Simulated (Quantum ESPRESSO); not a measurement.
# Voltage at the next charge: V(110), 5 layers against an electrode

**Set-up.** Quantum ESPRESSO 7.5, LDA, GBRV ultrasoft; ESM with bc3, a metal electrode 6.10 Å above the top atoms; cell area 6.449 Å²; ions fixed. V is the potential energy of an electron at the electrode over the slab's Fermi level, divided by e, so that it equals the work function at zero charge; positive charge removes electrons.

| charge (e a cell) | V (V) |
| --- | --- |
| 0 | 4.966 |
| 0.0097 | 6.084 |
| 0.0193 | 7.204 |

**Question.** What is V at a charge of 0.0387 e, and what capacitance do the rows imply?

**Fit.** The last two rows give dV/dq = (7.204 − 6.084)/(0.0193 − 0.0097) = 116.7 V/e, so C = 1602/(6.449 × 116.7) = 2.13 µF/cm², an effective gap of 8.854/2.13 = 4.16 Å. At constant C, V = 7.204 + 116.7 × 0.0194 = 9.47 V.

What the calculation gave: V = 9.505 V; the estimate misses by −0.04 V, 1.6 % of the step. Over the three intervals C goes 2.16, 2.13 and 2.09 µF/cm².

Caveats: Vacuum fills the gap; a dielectric or electrolyte would change C. The slab is thin.
